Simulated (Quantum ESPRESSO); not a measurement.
**Projected density of states of magnetic FeClO**

Where do the states of the two spins of FeClO lie?

Method: LDA with U = 4.5 eV on Fe d (ortho-atomic projectors); plane waves with GBRV 1.5 LDA potentials, no spin-orbit coupling, in Quantum ESPRESSO 7.5.

## Step 1: The structure

It takes space group Pmmn (No. 59, orthorhombic). Conventional cell: a = 3.302 Å, b = 3.780 Å, c = 7.917 Å, α = 90.00°, β = 90.00°, γ = 90.00°. Nearest to Fe lie 4 O at 1.96 to 2.10 Å and 2 Cl at 2.37 Å. Nearest to Cl lie 2 Fe at 2.37 Å. O has 4 Fe at 1.96 to 2.10 Å nearest. Farther neighbours and most contacts between anions are not listed.

The cell comes from the Crystallography Open Database.

## Step 2: Ground-state run

This state came out lowest in a comparison of starts that is told elsewhere.

pw.in

```
&CONTROL
  calculation = 'scf'
  prefix = 'pwscf'
  outdir = './tmp'
  pseudo_dir = './pseudo'
  disk_io = 'low'
/
&SYSTEM
  ibrav = 0
  celldm(1) = 8
  nat = 6
  ntyp = 4
  ecutwfc = 40
  ecutrho = 280
  nbnd = 43
  occupations = 'smearing'
  smearing = 'fd'
  degauss = 0.00367493
  nspin = 2
  starting_magnetization(1) = 0.25
  starting_magnetization(2) = -0.25
  starting_magnetization(3) = 0
  starting_magnetization(4) = 0
/
&ELECTRONS
  conv_thr = 1.2d-08
  electron_maxstep = 150
  mixing_beta = 0.3
/
ATOMIC_SPECIES
Fe1    55.8450 fe_lda_v1.5.uspp.F.UPF
Fe2    55.8450 fe_lda_v1.5.uspp.F.UPF
Cl     35.4500 cl_lda_v1.4.uspp.F.UPF
O      15.9990 o_lda_v1.2.uspp.F.UPF
CELL_PARAMETERS alat
   0.7799844579393    0.0000000000000    0.0000000000000
   0.0000000000000    0.8928955938857    0.0000000000000
   0.0000000000000    0.0000000000000    1.8701202160828
ATOMIC_POSITIONS crystal
Fe1     0.5000000000    0.0000000000    0.1156800000
Fe2     0.0000000000    0.5000000000    0.8843200000
Cl      0.0000000000    0.0000000000    0.3300300000
Cl      0.5000000000    0.5000000000    0.6699700000
O       0.0000000000    0.0000000000    0.9516800000
O       0.5000000000    0.5000000000    0.0483200000
K_POINTS automatic
6 6 6 0 0 0
HUBBARD {ortho-atomic}
U Fe1-3d 4.5000
U Fe2-3d 4.5000
```

The run is started by

```bash
$ OMP_NUM_THREADS=1 mpirun -n 4 pw.x -nk 4 -in pw.in > pw.out
```

Output:

```text
Program PWSCF v.7.5 starts

     Message from routine setup:
     using ibrav=0 with symmetry is DISCOURAGED, use correct ibrav instead

     K-points division:     npool     =       4
     Subspace diagonalization in iterative solution of the eigenvalue problem:

     bravais-lattice index     =            0
     lattice parameter (alat)  =       8.0000  a.u.
     unit-cell volume          =     666.8469 (a.u.)^3
     number of atoms/cell      =            6
     number of atomic types    =            4
     number of electrons       =        58.00
     number of Kohn-Sham states=           43
     kinetic-energy cutoff     =      40.0000  Ry
     charge density cutoff     =     280.0000  Ry
     scf convergence threshold =      1.2E-08
     mixing beta               =       0.3000
     number of iterations used =            8  plain     mixing
     Exchange-correlation= SLA  PZ   NOGX NOGC
                           (   1   1   0   0   0   0   0)
     Hubbard projectors: ortho-atomic
     Hubbard parameters of DFT+U (Dudarev formulation) in eV:
     U(Fe1-3d) =  4.5000
     U(Fe2-3d) =  4.5000

     Internal variables: lda_plus_u =T, lda_plus_u_kind = 0

     Internal variables: orbital_resolved =F, hub_pot_fix =F, apply_U = F

     celldm(1)=   8.000000  celldm(2)=   0.000000  celldm(3)=   0.000000
     celldm(4)=   0.000000  celldm(5)=   0.000000  celldm(6)=   0.000000

     crystal axes: (cart. coord. in units of alat)
               a(1) = (   0.779984   0.000000   0.000000 )
               a(2) = (   0.000000   0.892896   0.000000 )
               a(3) = (   0.000000   0.000000   1.870120 )

     reciprocal axes: (cart. coord. in units 2 pi/alat)
               b(1) = (  1.282077  0.000000  0.000000 )
               b(2) = (  0.000000  1.119952  0.000000 )
               b(3) = (  0.000000  0.000000  0.534725 )

     PseudoPot. # 1 for Fe read from file:
     fe_lda_v1.5.uspp.F.UPF
     Pseudo is Ultrasoft + core correction, Zval = 16.0

     PseudoPot. # 2 for Fe read from file:
     fe_lda_v1.5.uspp.F.UPF
     Pseudo is Ultrasoft + core correction, Zval = 16.0

     PseudoPot. # 3 for Cl read from file:
     cl_lda_v1.4.uspp.F.UPF
     Pseudo is Ultrasoft + core correction, Zval =  7.0

     PseudoPot. # 4 for O  read from file:
     o_lda_v1.2.uspp.F.UPF
     Pseudo is Ultrasoft + core correction, Zval =  6.0

     atomic species   valence    mass     pseudopotential
     Fe1              16.00    55.84500     Fe( 1.00)
     Fe2              16.00    55.84500     Fe( 1.00)
     Cl                7.00    35.45000     Cl( 1.00)
     O                 6.00    15.99900     O ( 1.00)

     Starting magnetic structure
     atomic species   magnetization
     Fe1             0.250
     Fe2            -0.250
     Cl              0.000
     O               0.000

      4 Sym. Ops. (no inversion) found

   Cartesian axes

     site n.     atom                  positions (alat units)
         1        Fe1    tau(   1) = (   0.3899922   0.0000000   0.2163355  )
         2        Fe2    tau(   2) = (   0.0000000   0.4464478   1.6537847  )
         3        Cl     tau(   3) = (   0.0000000   0.0000000   0.6171958  )
         4        Cl     tau(   4) = (   0.3899922   0.4464478   1.2529244  )
         5        O      tau(   5) = (   0.0000000   0.0000000   1.7797560  )
         6        O      tau(   6) = (   0.3899922   0.4464478   0.0903642  )

     number of k points=    64  Fermi-Dirac smearing, width (Ry)=  0.0037
                       cart. coord. in units 2pi/alat
        k(    1) = (   0.0000000   0.0000000   0.0000000), wk =   0.0046296
        k(    2) = (   0.0000000   0.0000000   0.0891208), wk =   0.0092593
        k(    3) = (   0.0000000   0.0000000   0.1782417), wk =   0.0092593
        k(    4) = (   0.0000000   0.0000000  -0.2673625), wk =   0.0046296
        k(    5) = (   0.0000000   0.1866586   0.0000000), wk =   0.0092593
        [... 59 further k-points ...]

     Dense  grid:    52785 G-vectors     FFT dimensions: (  36,  40,  80)

     Smooth grid:    22817 G-vectors     FFT dimensions: (  25,  30,  64)

     Check: negative core charge=   -0.000025
     Generating pointlists ...
     new r_m :   0.1914 (alat units)  1.5308 (a.u.) for type    1
     new r_m :   0.1914 (alat units)  1.5308 (a.u.) for type    2
     new r_m :   0.2307 (alat units)  1.8456 (a.u.) for type    3
     new r_m :   0.1914 (alat units)  1.5308 (a.u.) for type    4

     Initial potential from superposition of free atoms

     starting charge      56.0000, renormalised to      58.0000

     negative rho (up, down):  1.494E-02 1.494E-02

     STARTING HUBBARD OCCUPATIONS:

     =================== HUBBARD OCCUPATIONS ===================
     ------------------------ ATOM    1 ------------------------
     Tr[ns(  1)] (up, down, total) =   5.00000  0.00000  5.00000
     Atomic magnetic moment for atom   1 =   5.00000
     [... lines left out ...]
     ------------------------ ATOM    2 ------------------------
     Tr[ns(  2)] (up, down, total) =   0.00000  5.00000  5.00000
     Atomic magnetic moment for atom   2 =  -5.00000
     [... lines left out ...]
     Number of occupied Hubbard levels =   10.0000

     Atomic wfc used for Hubbard projectors are orthogonalized

     Starting wfcs are   42 randomized atomic wfcs +    1 random wfcs

     Self-consistent Calculation

     iteration #  1     ecut=    40.00 Ry     beta= 0.30
     Davidson diagonalization with overlap
     ethr =  1.00E-02,  avg # of iterations =  5.6

     =================== HUBBARD OCCUPATIONS ===================
     ------------------------ ATOM    1 ------------------------
     Tr[ns(  1)] (up, down, total) =   4.94079  0.34448  5.28528
     Atomic magnetic moment for atom   1 =   4.59631
     [... lines left out ...]
     ------------------------ ATOM    2 ------------------------
     Tr[ns(  2)] (up, down, total) =   0.34449  4.94079  5.28528
     Atomic magnetic moment for atom   2 =  -4.59629
     [... lines left out ...]
     Number of occupied Hubbard levels =   10.5706

     negative rho (up, down):  1.459E-02 1.459E-02

     total energy              =    -631.27753256 Ry
     estimated scf accuracy    <       1.58119624 Ry

     total magnetization       =     0.00 Bohr mag/cell
     absolute magnetization    =     9.61 Bohr mag/cell

     iteration #  2     ecut=    40.00 Ry     beta= 0.30
     Davidson diagonalization with overlap
     ethr =  2.73E-03,  avg # of iterations =  2.0

     negative rho (up, down):  1.438E-02 1.438E-02

     total energy              =    -631.57901584 Ry
     estimated scf accuracy    <       0.18420665 Ry

     total magnetization       =    -0.00 Bohr mag/cell
     absolute magnetization    =     8.88 Bohr mag/cell

     [... further iterations left out ...]

     iteration # 12     ecut=    40.00 Ry     beta= 0.30
     Davidson diagonalization with overlap
     ethr =  1.91E-10,  avg # of iterations =  1.8

     negative rho (up, down):  1.386E-02 1.386E-02

     total energy              =    -631.61554430 Ry
     estimated scf accuracy    <       0.00000001 Ry

     total magnetization       =     0.00 Bohr mag/cell
     absolute magnetization    =     9.13 Bohr mag/cell

     iteration # 13     ecut=    40.00 Ry     beta= 0.30
     Davidson diagonalization with overlap
     ethr =  2.12E-11,  avg # of iterations =  2.0

     negative rho (up, down):  1.386E-02 1.386E-02

     Magnetic moment per site  (integrated on atomic sphere of radius R)
     atom   1 (R=0.191)  charge= 12.9080  magn=  3.8578
     atom   2 (R=0.191)  charge= 12.9080  magn= -3.8578
     atom   3 (R=0.231)  charge=  5.1283  magn=  0.1794
     atom   4 (R=0.231)  charge=  5.1283  magn= -0.1794
     atom   5 (R=0.191)  charge=  5.4073  magn= -0.0141
     atom   6 (R=0.191)  charge=  5.4073  magn=  0.0141

     End of self-consistent calculation

     =================== HUBBARD OCCUPATIONS ===================
     ------------------------ ATOM    1 ------------------------
     Tr[ns(  1)] (up, down, total) =   4.97374  0.77577  5.74951
     Atomic magnetic moment for atom   1 =   4.19797
     [... lines left out ...]
     ------------------------ ATOM    2 ------------------------
     Tr[ns(  2)] (up, down, total) =   0.77577  4.97374  5.74951
     Atomic magnetic moment for atom   2 =  -4.19797
     [... lines left out ...]
     Number of occupied Hubbard levels =   11.4990

     Number of k-points >= 100: set verbosity='high' to print the bands.

     the Fermi energy is     6.1413 ev

!    total energy              =    -631.61554430 Ry
     estimated scf accuracy    <          7.7E-09 Ry
     smearing contrib. (-TS)   =      -0.00000003 Ry
     internal energy E=F+TS    =    -631.61554427 Ry

     The total energy is F=E-TS. E is the sum of the following terms:
     one-electron contribution =    -660.35550821 Ry
     hartree contribution      =     347.70329072 Ry
     xc contribution           =     -90.69482916 Ry
     ewald contribution        =    -228.48034391 Ry
     Hubbard energy            =       0.21184628 Ry

     total magnetization       =    -0.00 Bohr mag/cell
     absolute magnetization    =     9.13 Bohr mag/cell

     convergence has been achieved in  13 iterations

=------------------------------------------------------------------------------=
   JOB DONE.
=------------------------------------------------------------------------------=
```

Wall time 43 s (4 MPI ranks of AMD EPYC 9R14 (Zen 4), shared host); peak memory 0.77 GiB; 2.8 min of CPU time.

Spin moment in the atom's sphere by atom:

| atom | spin moment in the atom's sphere (μB) |
| --- | --- |
| Fe1 | 3.86 |
| Fe2 | -3.86 |
| Cl3 | 0.18 |
| Cl4 | -0.18 |
| O5 | -0.01 |
| O6 | 0.01 |

Numbers from this step:

* smearing term TS: 3.92e-7 eV
* magnetization: 0 μB
* absolute magnetization: 9.132 μB
* final state: antiferromagnetic

[end of part 1 of 2]

[Logs and program files are shortened in this print: banners, set-up blocks, solver, clock and traceback lines can be left out without a mark of their own.]

[Logs are printed without paths, hosts, clocks, repeated set-up lines and the standing remarks that a program may print on its own settings, such as how far it seeks lower states.]

[Hosts, paths, dates, database ids (printed as entryN), source tags and the programs' standing remarks are cut or masked in the printed files.]

[Where a cell is said to come from a database of computed structures, the database is the Materials Project.]
